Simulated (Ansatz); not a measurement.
Entries from a set of simulations; values are calculated unless marked as measured.

```cif
data_srnbo3
_symmetry_space_group_name_H-M 'Pm-3m'
_symmetry_Int_Tables_number 221
_cell_length_a 4.0697
_cell_length_b 4.0697
_cell_length_c 4.0697
_cell_angle_alpha 90.000
_cell_angle_beta 90.000
_cell_angle_gamma 90.000
_cell_volume 67.40
loop_
_atom_site_label
_atom_site_type_symbol
_atom_site_symmetry_multiplicity
_atom_site_Wyckoff_symbol
_atom_site_fract_x
_atom_site_fract_y
_atom_site_fract_z
_atom_site_occupancy
Sr1 Sr 1 b 0.50000 0.50000 0.50000 1
Nb1 Nb 1 a 0.00000 0.00000 0.00000 1
O1 O 3 d 0.50000 0.00000 0.00000 1
_calc_subject 'Screened interactions in SrNbO3 (Pm-3m)'
_calc_method 'DFT, LDA, plane waves, PAW (and 1 further level or step)'
_calc_program 'Ansatz 0.2.0'
_calc_settings_of_one_run 'cutoff 420 eV, 6×6×6 k-mesh, smearing width 0.08 eV, default PAW, coordination {"Nb": "octahedral"}, magnetic state non-magnetic by constraint'
_calc_cost '2 runs, 2.9 min in all on 4 threads of Arm Neoverse V1, shared host (the runs of this entry)'
_calc_notes 'This run has no spin polarisation although its electron count is odd. The cell and positions are those that the Materials Project relaxed with its own functionals (PBE, PBE+U or r2SCAN), kept fixed. Limits: no spin-orbit coupling. The bands cross the Fermi level under this constraint, which need not be the crystal’s state: magnetic order, correlation or a lattice distortion may open a gap.'
_calc_nb_t2g 'U 2.97 eV, U′ 2.41 eV, J 0.28 eV, bare V 10.8 eV'
_calc_method 'constrained RPA on non-magnetic LDA, 6×6×6 mesh, static; search for lower states off'
```

[Paths, hosts, dates, memory and timing lines, banners, echoed tables and standing remarks are left out of the program output.]

[Logs are printed without paths, hosts, clocks, repeated set-up lines and the standing remarks that a program may print on its own settings, such as how far it seeks lower states.]

[Runs of the session that timed out or met a known fault of the program may be left out.]

[Hosts, paths, dates, database ids (printed as entryN), source tags and the programs' standing remarks are cut or masked in the printed files.]
